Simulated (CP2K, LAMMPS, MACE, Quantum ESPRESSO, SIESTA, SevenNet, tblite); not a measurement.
# Pressure against volume in glassy B2O3 (65 atoms), MACE MPA-0 medium

Density of this cell: 1.88 g/cm³. The cell holds 65 atoms: 26 B and 39 O. Cell: a = 9.276 Å, b = 9.276 Å, c = 9.276 Å, α = 90.0°, β = 90.0°, γ = 90.0°. 65 atoms (26 B, 39 O) placed at random at 1.93 g/cm³, melted at 3000 K for 20 ps at fixed volume with the Buckingham and Coulomb pair potential of Guillot and Sator (Geochim. Cosmochim. Acta 71, 1249 (2007)) with the boron terms of Wang et al. (J. Non-Cryst. Solids 498, 294 (2018)). Quenched from 3000 K to 300 K at 100 K/ps and fixed volume, held 10 ps at zero pressure. Then the atoms were relaxed with SevenNet 0 in the fixed cell.

Calculated with MACE MPA-0 medium: MACE MPA-0 medium, trained on PBE(+U) plane-wave data, no dispersion term. The unchanged cell has V0 = 12.281 Å³ an atom and P0 = -0.432 GPa. It is scaled evenly, and SevenNet 0 relaxes the atoms at each volume before the single point.

| volume (Å³/atom) | pressure (GPa) |
| --- | --- |
| 11.544 | 1.608 |
| 11.912 | ? |
| 12.649 | -1.524 |
| 13.017 | -2.567 |

**Question.** Fit a second-order expansion in ln V to the rows given and interpolate to the withheld row.

Worked fit:

To second order in u = ln(V/V0), P = P0 − B u + ½ B B′ u², with B the bulk modulus at V0 and B′ its pressure derivative. So v = (P − P0)/u is a line in u, with intercept −B and slope ½ B B′.

```
         u   v (GPa)
-0.0618754  -32.9759
 0.0295588  -36.9298
 0.0582689  -36.6405
```

With n = 3: mean u = 0.00865077, mean v = -35.5154, Σ(u − ū)² = 0.0078730, Σ(u − ū)(v − v̄) = -0.26449. Slope b = -0.26449 / 0.0078730 = -33.595; intercept a = v̄ − b ū = -35.225.

So B = 35.2 GPa and B′ = 2b/B = -1.9. At the withheld volume u = -0.03046, v = a + b u = -34.20 GPa, and P = P0 + u v.

Prediction at 11.912: 0.6096 GPa. The run gave 0.6279 GPa, so the fit is low by 0.018 GPa (2.9 % of the value).

B′ = -1.9 rests on three points. Among the rows given, the largest miss of the fit is at 13.017, by 0.032 GPa (0.76 % of the range of the table).

Limits: Static cells at zero temperature, with the cell shape held. The atoms follow SevenNet 0, not this level's own minimum.

[Logs are printed without paths, hosts, clocks, repeated set-up lines and the standing remarks that a program may print on its own settings, such as how far it seeks lower states.]

[Hosts, paths, dates, database ids (printed as entryN), source tags and the programs' standing remarks are cut or masked in the printed files.]
